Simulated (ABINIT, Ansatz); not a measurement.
**CsH (F-43m): the LO frequency by hand**

Aim: work out the LO frequency and the static dielectric constant of CsH (F-43m) from one linear-response run, then check them.

Program: ABINIT 10.8.3. Level of theory: DFT LDA, scalar-relativistic, plane waves, PseudoDojo norm-conserving pseudopotentials. Results are calculated unless marked as measured.

The structure was built from a prototype and need not be the compound's stable phase.

**1. The relaxed structure**

Symmetry: F-43m, No. 216, cubic system. Conventional cell: a = 6.685 Å, b = 6.685 Å, c = 6.685 Å, α = 90.00°, β = 90.00°, γ = 90.00°. Nearest to Cs lie 4 H at 2.89 Å. H has 4 Cs at 2.89 Å nearest. Farther neighbours are not listed.

Structure file:

```
Cs H
1.0
     0.00000    3.34263    3.34263
     3.34263    0.00000    3.34263
     3.34263    3.34263    0.00000
Cs H
1 1
Direct
  0.00000 0.00000 0.00000
  0.25000 0.25000 0.25000
```

This is the cell after its relaxation at this level of theory, not the database cell from which that began.

**2. What the response run gave**

A linear-response run on the relaxed cell, with the response to an electric field; only its zone-centre results are used. Cutoff 39 Ha, k mesh 4×4×4 with shifts.

Numbers of over 12 decimals in the logs are rounded to 6 here.

Output:

```text
[banners, grids, parts of the stress and lines that vanish by symmetry left out]
- input  file    -> dfpt_gamma.abi
- output file    -> dfpt_gamma.abo
- root for input  files -> dfpt_gammai
[...]
DATASET    1 : space group F-4 3 m (#216); Bravais cF (face-center cubic)
[...]
nfft =      157464          nkpt =         128
[...]
DATASET    2 : space group F-4 3 m (#216); Bravais cF (face-center cubic)
[...]
nfft =      157464          nkpt =         128
[...]
== DATASET  1 ==================================================================
[...]
cutoff_energies: {ecut:  39.0, pawecutdg:  -1.0, }
[...]
-  1.00000   1.00000  180309                  znucl, zion, pspdat
[...]
Perturbation : derivative vs k along direction   1
[...]
-ETOT  1  -8.435086     -8.435E+00 1.684E-02 0.000E+00
 ETOT  2  -8.438450     -3.364E-03 2.197E-04 0.000E+00
 ETOT  3  -8.438590     -1.392E-04 1.154E-05 0.000E+00
 ETOT  4  -8.438599     -9.267E-06 8.467E-07 0.000E+00
 ETOT  5  -8.438600     -6.814E-07 6.626E-08 0.000E+00
[...]
At SCF step   17   max residual=  9.95E-21 < tolwfr=  1.00E-20 =>converged.
[...]
Perturbation : derivative vs k along direction   2
[...]
-ETOT  1  -8.435086     -8.435E+00 1.684E-02 0.000E+00
[...]
At SCF step   17   max residual=  9.95E-21 < tolwfr=  1.00E-20 =>converged.
[...]
Perturbation : derivative vs k along direction   3
[...]
-ETOT  1  -8.435086     -8.435E+00 1.684E-02 0.000E+00
[...]
At SCF step   17   max residual=  9.95E-21 < tolwfr=  1.00E-20 =>converged.
[...]
1        1       1.9453495655   -0.0000000000
     1        2       0.9726747827   -0.0000000000
     1        3       0.9726747827   -0.0000000000
     2        1       0.9726747827   -0.0000000000
     2        2       1.9453495655    0.0000000000
     2        3       0.9726747827    0.0000000000
     3        1       0.9726747827   -0.0000000000
     3        2       0.9726747827    0.0000000000
     3        3       1.9453495655   -0.0000000000
[...]
== DATASET  2 ==================================================================
[...]
cutoff_energies: {ecut:  39.0, pawecutdg:  -1.0, }
[...]
Perturbation : displacement of atom   1   along direction   1
[...]
-ETOT  1   1.243000     -7.616E+02 2.348E+00 6.858E+01
[...]
At SCF step   12       vres2   =  2.35E-12 < tolvrs=  1.00E-10 =>converged.
[...]
Perturbation : displacement of atom   2   along direction   1
[...]
At SCF step   12       vres2   =  2.94E-11 < tolvrs=  1.00E-10 =>converged.
[...]
-ETOT  1  0.858017     -8.020E+00 1.132E-01 5.350E+03
[...]
ETOT 11  0.118080     -2.309E-12 4.188E-13 1.510E-10
 ETOT 12  0.118080      1.990E-13 2.227E-14 2.944E-11
 At SCF step   12       vres2   =  2.94E-11 < tolvrs=  1.00E-10 =>converged.
[...]
Dielectric tensor, in cartesian coordinates,
[...]
1    4   1    4         2.8714047671        -0.0000000000
   1    4   2    4        -0.0000000000        -0.0000000000
   1    4   3    4        -0.0000000000        -0.0000000000
   2    4   1    4        -0.0000000000        -0.0000000000
   2    4   2    4         2.8714047671        -0.0000000000
   2    4   3    4        -0.0000000000        -0.0000000000
   3    4   1    4        -0.0000000000        -0.0000000000
   3    4   2    4        -0.0000000000        -0.0000000000
   3    4   3    4         2.8714047671        -0.0000000000
  Effective charges, in cartesian coordinates,
[...]
1    1   1    4         0.9891112496         0.0000000000
   2    1   1    4        -0.0000000000         0.0000000000
   3    1   1    4         0.0000000000         0.0000000000
   1    2   1    4        -0.9891301802         0.0000000000
   2    2   1    4         0.0000000000         0.0000000000
[...]
Effective charges, in cartesian coordinates,
[...]
Rigid-atom elastic tensor , in cartesian coordinates,
[...]
Rigid-atom proper piezoelectric tensor, in cartesian coordinates,
[...]
2    4   2    6        -0.0020861154         0.0000000000
   2    4   3    6        -0.0000000000         0.0000000000
   3    4   1    5        -0.0000000000         0.0000000000
   3    4   2    5         0.0000000000         0.0000000000
   3    4   3    5        -0.0000000000         0.0000000000
   3    4   1    6         0.0000000000         0.0000000000
   3    4   2    6         0.0000000000         0.0000000000
   3    4   3    6        -0.0020861154         0.0000000000
  Phonon wavevector (reduced coordinates) :  0.00000  0.00000  0.00000
 Phonon energies in Hartree :
[...]
Phonon frequencies in cm-1    :
- -5.565018E-02 -5.564939E-02 -5.564702E-02  5.414875E+02  5.414875E+02
-  5.414875E+02
  Phonon at Gamma, with non-analyticity in the
[...]
Phonon energies in Hartree :
[...]
Phonon frequencies in cm-1    :
- -5.565018E-02 -5.564939E-02 -5.564396E-02  5.414875E+02  5.414875E+02
-  7.194364E+02
  Phonon at Gamma, with non-analyticity in the
[...]
Phonon energies in Hartree :
[...]
Phonon frequencies in cm-1    :
- -5.565018E-02 -5.564702E-02 -5.564633E-02  5.414875E+02  5.414875E+02
-  7.194364E+02
  Phonon at Gamma, with non-analyticity in the
[...]
Phonon energies in Hartree :
[...]
Phonon frequencies in cm-1    :
- -5.564939E-02 -5.564713E-02 -5.564702E-02  5.414875E+02  5.414875E+02
-  7.194364E+02
[...]
fcart2     0.0000000000E+00  0.0000000000E+00  0.0000000000E+00
           strten2     0.0000000000E+00  0.0000000000E+00  0.0000000000E+00
================================================================================
```

| quantity | value |
| --- | --- |
| cell volume Ω (Å³) | 74.696 |
| mass of Cs (u) | 132.905 |
| mass of H (u) | 1.008 |
| Born charge of Cs, raw (e) | 0.989 |
| Born charge of H, raw (e) | -0.989 |
| ε∞ | 2.871 |
| ω(TO) after the sum rule (cm⁻¹) | 541.5 |

**3. The calculation**

The charges must sum to zero over the cell; taking off their mean, 0.000 e, leaves Z* = 0.989 e on Cs. In the polar mode Cs moves against H, so the reduced mass is μ = 132.91 × 1.01 / 133.91 = 1.000 u.

A longitudinal wave builds up a field that adds to the restoring force: ω(LO)² = ω(TO)² + 4π Z*² / (μ Ω ε∞), in Hartree atomic units. With μ = 1824 electron masses and Ω = 504.07 bohr³ the second term is 4.6576e-06 Ha², or 224354 cm⁻² (1 Ha = 219474.6 cm⁻¹).

So ω(LO) = √(293211 + 224354) = 719.4 cm⁻¹, and by the Lyddane-Sachs-Teller relation ε₀ = ε∞ (ω(LO)/ω(TO))² = 5.07.

**4. Check against the program**

The analysis program adds the same non-analytic term to the full matrix.

Output:

```text
[banners, grids, parts of the stress and lines that vanish by symmetry left out]
-outvars_anaddb: echo values of input variables ----------------------

 Flags :
[...]
Dielectric Tensor and Effective Charges
[...]
Effective charge tensors after
[...]
Phonon wavevector (reduced coordinates) :  0.00000  0.00000  0.00000
 Phonon energies in Hartree :
[...]
Phonon energies in meV     :
-  0.000000E+00  0.000000E+00  0.000000E+00  6.713589E+01  6.713589E+01
-  6.713589E+01
 Phonon frequencies in cm-1    :
-  0.000000E+00  0.000000E+00  0.000000E+00  5.414874E+02  5.414874E+02
-  5.414874E+02
 Phonon frequencies in Thz     :
-  0.000000E+00  0.000000E+00  0.000000E+00  1.623338E+01  1.623338E+01
-  1.623338E+01
 Phonon energies in Kelvin  :
-  0.000000E+00  0.000000E+00  0.000000E+00  7.790796E+02  7.790796E+02
-  7.790796E+02
[...]
-  1  0.00000000E+00  0.00000000E+00 -2.02398821E-03
-     0.00000000E+00  0.00000000E+00  0.00000000E+00
-  2  0.00000000E+00  0.00000000E+00 -2.02398831E-03
-     0.00000000E+00  0.00000000E+00  0.00000000E+00
[...]
-  1  0.00000000E+00 -2.02398821E-03  0.00000000E+00
-     0.00000000E+00  0.00000000E+00  0.00000000E+00
-  2  0.00000000E+00 -2.02398831E-03  0.00000000E+00
-     0.00000000E+00  0.00000000E+00  0.00000000E+00
[...]
-  1  2.02398821E-03  0.00000000E+00  0.00000000E+00
-     0.00000000E+00  0.00000000E+00  0.00000000E+00
-  2  2.02398831E-03  0.00000000E+00  0.00000000E+00
-     0.00000000E+00  0.00000000E+00  0.00000000E+00
[...]
-  1  0.00000000E+00  0.00000000E+00  1.76260082E-04
-     0.00000000E+00  0.00000000E+00  0.00000000E+00
-  2 -8.97364162E-07 -5.19809846E-06 -2.32413842E-02
-     0.00000000E+00  0.00000000E+00  0.00000000E+00
[...]
-  1  0.00000000E+00  1.76260077E-04  0.00000000E+00
-     0.00000000E+00  0.00000000E+00  0.00000000E+00
-  2 -5.46735779E-06 -2.32413836E-02  5.19830942E-06
-     0.00000000E+00  0.00000000E+00  0.00000000E+00
[...]
-  1  1.76260081E-04  0.00000000E+00  0.00000000E+00
-     0.00000000E+00  0.00000000E+00  0.00000000E+00
-  2 -2.32413841E-02  5.46755836E-06  8.96141302E-07
-     0.00000000E+00  0.00000000E+00  0.00000000E+00
[...]
-     1          0.000000    -0.000000     0.000000     0.000000
-     2         -0.000000     0.000000     0.000000     0.000000
-     3         -0.000000    -0.000000     0.000000     0.000000
-     4          0.000038     0.000223     0.996593     0.996593
-     5          0.000234     0.996593    -0.000223     0.996593
-     6          0.996593    -0.000234    -0.000038     0.996593
[...]
-   1     Real    0.0000E+00  0.0000E+00  0.0000E+00  0.0000E+00  0.0000E+00  0.0000E+00  0.0000E+00
[...]
-  1  0.00000000E+00  0.00000000E+00 -2.02398821E-03
-     0.00000000E+00  0.00000000E+00  0.00000000E+00
-  2  0.00000000E+00  0.00000000E+00 -2.02398831E-03
-     0.00000000E+00  0.00000000E+00  0.00000000E+00
[...]
Phonon at Gamma, with non-analyticity in the
[...]
Phonon energies in Hartree :
[...]
Phonon energies in meV     :
-  0.000000E+00  0.000000E+00  0.000000E+00  6.713589E+01  6.713589E+01
-  8.919837E+01
 Phonon frequencies in cm-1    :
-  0.000000E+00  0.000000E+00  0.000000E+00  5.414874E+02  5.414874E+02
-  7.194334E+02
 Phonon frequencies in Thz     :
-  0.000000E+00  0.000000E+00  0.000000E+00  1.623338E+01  1.623338E+01
-  2.156807E+01
 Phonon energies in Kelvin  :
-  0.000000E+00  0.000000E+00  0.000000E+00  7.790796E+02  7.790796E+02
-  1.035104E+03
[...]
Phonon at Gamma, with non-analyticity in the
[...]
Phonon energies in Hartree :
[...]
Phonon energies in meV     :
-  0.000000E+00  0.000000E+00  0.000000E+00  6.713589E+01  6.713589E+01
-  8.919837E+01
 Phonon frequencies in cm-1    :
-  0.000000E+00  0.000000E+00  0.000000E+00  5.414874E+02  5.414874E+02
-  7.194334E+02
 Phonon frequencies in Thz     :
-  0.000000E+00  0.000000E+00  0.000000E+00  1.623338E+01  1.623338E+01
-  2.156807E+01
 Phonon energies in Kelvin  :
-  0.000000E+00  0.000000E+00  0.000000E+00  7.790796E+02  7.790796E+02
-  1.035104E+03
[...]
-  1  0.00000000E+00 -2.02398821E-03  0.00000000E+00
-     0.00000000E+00  0.00000000E+00  0.00000000E+00
-  2  0.00000000E+00 -2.02398830E-03  0.00000000E+00
-     0.00000000E+00  0.00000000E+00  0.00000000E+00
[...]
-  1  2.02398821E-03  0.00000000E+00  0.00000000E+00
-     0.00000000E+00  0.00000000E+00  0.00000000E+00
-  2  2.02398830E-03  0.00000000E+00  0.00000000E+00
-     0.00000000E+00  0.00000000E+00  0.00000000E+00
[...]
-  1  3.07315762E-05  1.06394167E-04 -1.37125743E-04
-     0.00000000E+00  0.00000000E+00  0.00000000E+00
-  2 -4.05221854E-03 -1.40289718E-02  1.80811903E-02
-     0.00000000E+00  0.00000000E+00  0.00000000E+00
[...]
-  1  1.40596286E-04 -9.69124685E-05 -4.36838171E-05
-     0.00000000E+00  0.00000000E+00  0.00000000E+00
-  2 -1.85388107E-02  1.27787296E-02  5.76008117E-03
-     0.00000000E+00  0.00000000E+00  0.00000000E+00
[...]
Direction                     Dielectric constant
[...]
Elastic Tensor (clamped ion) (unit:10^2GP):
[...]
Elastic Tensor (relaxed ion) (unit:10^2GP):
[...]
Calculation of the tensor related to piezoelectric effetc
[...]
Proper piezoelectric constants (clamped ion) (unit:c/m^2)
[...]
Proper piezoelectric constants (relaxed ion) (unit:c/m^2)
[...]
0.00000000      0.18812203     -0.00000000
     -0.00000000      0.00000000      0.18812203
-
```

| quantity | by hand | program |
| --- | --- | --- |
| ω(LO) (cm⁻¹) | 719.4 | 719.4 |
| ε₀ | 5.07 | 5.07 |

**5. Outcome**

```json
{"TO mode": "541.5 cm⁻¹", "LO mode": "719.4 cm⁻¹", "static dielectric constant": "5.069"}
```

**Reading.** The LO mode of CsH (F-43m) lies at 719 cm⁻¹, 178 cm⁻¹ above the TO mode; the formula meets the program within 0.1 cm⁻¹, as it must for a cubic crystal with one polar mode. ω(LO)² − ω(TO)² goes with Z*²/ε∞: an error of 5 % in ε∞ would move the LO mode by 7.5 cm⁻¹, and semilocal functionals tend to overestimate ε∞. These are harmonic values at zero temperature, at the volume of this functional, for the structure held cubic; stability elsewhere in the zone is no part of this calculation.

[Host names and launcher messages were left out of these logs when they were recorded.]

[Logs are printed without paths, hosts, clocks, repeated set-up lines and the standing remarks that a program may print on its own settings, such as how far it seeks lower states.]

[Hosts, paths, dates, database ids (printed as entryN), source tags and the programs' standing remarks are cut or masked in the printed files.]
